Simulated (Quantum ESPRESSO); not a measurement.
# Wannier-interpolated electron–phonon scattering in WC (P-6m2), part 6 of 6

How strongly do phonons scatter the electrons of WC (P-6m2), and how dense must the meshes be?

Quantum ESPRESSO 7.5; DFT LDA, scalar-relativistic, plane waves, PseudoDojo 0.4.1 norm-conserving pseudopotentials.

So far. Step 13 (Resistivity: fine k 32×32×28, q 16×16×14, adaptive …): ρ(300 K) = 18.2 μΩ cm, mean of the axes, against 15.5 before (+17 %); the relaxation-time start gave 17.6. The largest adaptive width printed is 0.53 eV, against a window of 0.32 eV outside which no state is counted.

## Step 16: Resistivity: fine k 38×38×34, q 19×19×17, adaptive width, window 0.32 eV

At these temperatures only states within a few k_B T of the Fermi level carry current, so the mesh must be dense; it is refined.

bte-4.in

```
--
&INPUTEPW
  prefix        = 'x'
  outdir        = './tmp'
  dvscf_dir     = './save'
  elph          = .true.
  etf_mem       = 1
  nbndsub       = 10
  bands_skipped = 'exclude_bands = 1-4'
  use_ws        = .true.
  vme           = 'wannier'
  asr_typ       = 'crystal'
  nk1           = 9
  nk2           = 9
  nk3           = 9
  nq1           = 3
  nq2           = 3
  nq3           = 3
  amass(1)      = 183.84
  amass(2)      = 12.011
  epwwrite      = .false.
  epwread       = .true.
  wannierize    = .false.
  nkf1          = 38
  nkf2          = 38
  nkf3          = 34
  nqf1          = 19
  nqf2          = 19
  nqf3          = 17
  mp_mesh_k     = .true.
  scattering    = .true.
  iterative_bte = .true.
  epmatkqread   = .false.
  assume_metal  = .true.
  int_mob       = .false.
  carrier       = .false.
  ngaussw       = -99
  mob_maxiter   = 200
  broyden_beta  = 0.7
  fsthick       = 0.32
  degaussw      = 0.0
  nstemp        = 6
  temps         = 150 200 273 300 400 500
  restart       = .false.
  selecqread    = .false.
/
```

Started as:

```bash
OMP_NUM_THREADS=1 mpirun -n 8 epw.x -nk 8 -in bte-4.in > bte-4.out
```

What it wrote:

```text
[the first part of the log is left out]
     =============================================================================================
     Start solving iterative Boltzmann Transport Equation
     =============================================================================================
     Iteration number:         1
     =============================================================================================
       Temp     Fermi        DOS        Population SR                 Conductivity
        [K]      [eV]    [states/Ry] [carriers per cell]               [Ohm.cm]^-1
     =============================================================================================
      150.000  20.8174   0.65875E+00   0.26540E-14    0.822234E+05    0.000000E+00    0.000000E+00
                                       0.26645E-14    0.000000E+00    0.822234E+05    0.000000E+00
                                       0.00000E+00    0.000000E+00    0.000000E+00    0.121029E+06
      200.000  20.8186   0.13306E+01   0.13392E-14    0.731272E+05    0.000000E+00    0.000000E+00
                                       0.26645E-14    0.000000E+00    0.731272E+05    0.000000E+00
                                       0.00000E+00    0.000000E+00    0.000000E+00    0.988907E+05
      273.000  20.8197   0.16627E+01   0.24264E-15    0.610827E+05    0.000000E+00    0.000000E+00
                                       0.13323E-14    0.000000E+00    0.610827E+05    0.000000E+00
                                       0.00000E+00    0.000000E+00    0.000000E+00    0.741037E+05
      300.000  20.8201   0.15784E+01  -0.88102E-15    0.571700E+05    0.000000E+00    0.000000E+00
                                       0.00000E+00    0.000000E+00    0.571700E+05    0.000000E+00
                                       0.00000E+00    0.000000E+00    0.000000E+00    0.671558E+05
      400.000  20.8213   0.86657E+00   0.12352E-14    0.453178E+05    0.000000E+00    0.000000E+00
                                      -0.44409E-15    0.000000E+00    0.453178E+05    0.000000E+00
                                       0.00000E+00    0.000000E+00    0.000000E+00    0.488465E+05
      500.000  20.8227   0.27461E+00  -0.42999E-15    0.368623E+05    0.000000E+00    0.000000E+00
                                       0.11102E-15    0.000000E+00    0.368623E+05    0.000000E+00
                                       0.00000E+00    0.000000E+00    0.000000E+00    0.380189E+05
                                                      0.121029E+06    Max error
     [...]
     Iteration number:        20
     =============================================================================================
       Temp     Fermi        DOS        Population SR                 Conductivity
        [K]      [eV]    [states/Ry] [carriers per cell]               [Ohm.cm]^-1
     =============================================================================================
      150.000  20.8174   0.65875E+00   0.26645E-14    0.824340E+05    0.000000E+00    0.000000E+00
                                       0.00000E+00    0.000000E+00    0.824340E+05    0.000000E+00
                                       0.00000E+00    0.000000E+00    0.000000E+00    0.121587E+06
      200.000  20.8186   0.13306E+01   0.43379E-15    0.733749E+05    0.000000E+00    0.000000E+00
                                       0.00000E+00    0.000000E+00    0.733749E+05    0.000000E+00
                                       0.00000E+00    0.000000E+00    0.000000E+00    0.993312E+05
      273.000  20.8197   0.16627E+01  -0.44409E-15    0.613652E+05    0.000000E+00    0.000000E+00
                                       0.88818E-15    0.000000E+00    0.613652E+05    0.000000E+00
                                       0.00000E+00    0.000000E+00    0.000000E+00    0.744278E+05
      300.000  20.8201   0.15784E+01  -0.11171E-14    0.574572E+05    0.000000E+00    0.000000E+00
                                       0.88818E-15    0.000000E+00    0.574572E+05    0.000000E+00
                                       0.00000E+00    0.000000E+00    0.000000E+00    0.674484E+05
      400.000  20.8213   0.86657E+00  -0.19851E-14    0.455951E+05    0.000000E+00    0.000000E+00
                                       0.66613E-15    0.000000E+00    0.455951E+05    0.000000E+00
                                       0.00000E+00    0.000000E+00    0.000000E+00    0.490582E+05
      500.000  20.8227   0.27461E+00  -0.43065E-15    0.371119E+05    0.000000E+00    0.000000E+00
                                      -0.55511E-15    0.000000E+00    0.371119E+05    0.000000E+00
                                       0.00000E+00    0.000000E+00    0.000000E+00    0.381859E+05
                                                      0.691129E-06    Max error
```

It took 16 min on 8 MPI ranks of Arm Neoverse V2, shared host.

Numbers from this step:

| Item | Value |
| --- | --- |
| iterations | 20 |
| resistivity at 300 K | 16.54 μΩ cm |

Resistivity, by row:

```
T (K)  rho_xx (μΩ cm)  rho_yy  rho_zz  relaxation-time approximation, mean of the axes (μΩ cm)
  150           12.13   12.13   8.225                                                    10.63
  200           13.63   13.63   10.07                                                     12.2
  273            16.3    16.3   13.44                                                    15.01
  300            17.4    17.4   14.83                                                    16.18
  400           21.93   21.93   20.38                                                     20.9
  500           26.95   26.95   26.19                                                    26.02
```

ρ(300 K) = 16.5 μΩ cm, mean of the axes, against 18.2 before (-9 %); the relaxation-time start gave 16.2. The largest adaptive width printed is 0.51 eV, against a window of 0.32 eV outside which no state is counted.

## Step 17: Results

```yaml
wannier_functions_band_error: 10 functions; 8 meV r.m.s.
resistivity_at_300_k_20x20x18: 11.8 μΩ cm
resistivity_at_300_k_26x26x22: 15.5 μΩ cm
resistivity_at_300_k_32x32x28: 18.2 μΩ cm
resistivity_at_300_k_38x38x34: 16.5 μΩ cm
```

In words: Step 7: Of the bands kept, 2 cross the Fermi level on this path. Step 7: On this path the spectrum ends at 790 cm⁻¹ (at A). Step 7: No branch goes imaginary on this path. On the finest meshes run, WC (P-6m2) has a phonon-limited resistivity of 16.5 μΩ cm at 300 K. The last refinement of the mesh moved the resistivity by 9 %, so it is not converged, and no rank of the meshes against a measured value means much. On the finest mesh the adaptive width still reaches 0.51 eV against a window of 0.32 eV; the window, which cuts off final states, was not widened. The relaxed volume lies -2.6 % from the database entry, which shifts the phonons and with them λ and ρ. The coupling runs printed λ = 0.153, 0.165, 0.193 and 0.158; at such weak coupling McMillan's estimate at μ* = 0.13 is zero or meaningless, and a run whose estimate is zero stops at the first guess of the gap. Between 150 and 500 K the resistivity rises by a factor of 2.46, against 3.33 for a straight line through the origin; phonon scattering should fall faster than that line on cooling, so the temperature dependence is not converged. At 300 K the components are 17.4, 17.4 and 14.8 μΩ cm (xx, yy, zz); the mean is quoted. Spin–orbit coupling is left out, though W is heavy. The q mesh of ph.x (3×3×3), the k mesh and smearing of the ground state (9×9×9) and EPW's coarse k mesh (9×9×9) were not varied. Only scattering by harmonic phonons counts; impurities, grain boundaries and thermal expansion are left out.

[The logs of pw.x and epw.x are selected lines.]

[Logs are printed without paths, hosts, clocks, repeated set-up lines and the standing remarks that a program may print on its own settings, such as how far it seeks lower states.]

[Hosts, paths, dates, database ids (printed as entryN), source tags and the programs' standing remarks are cut or masked in the printed files.]
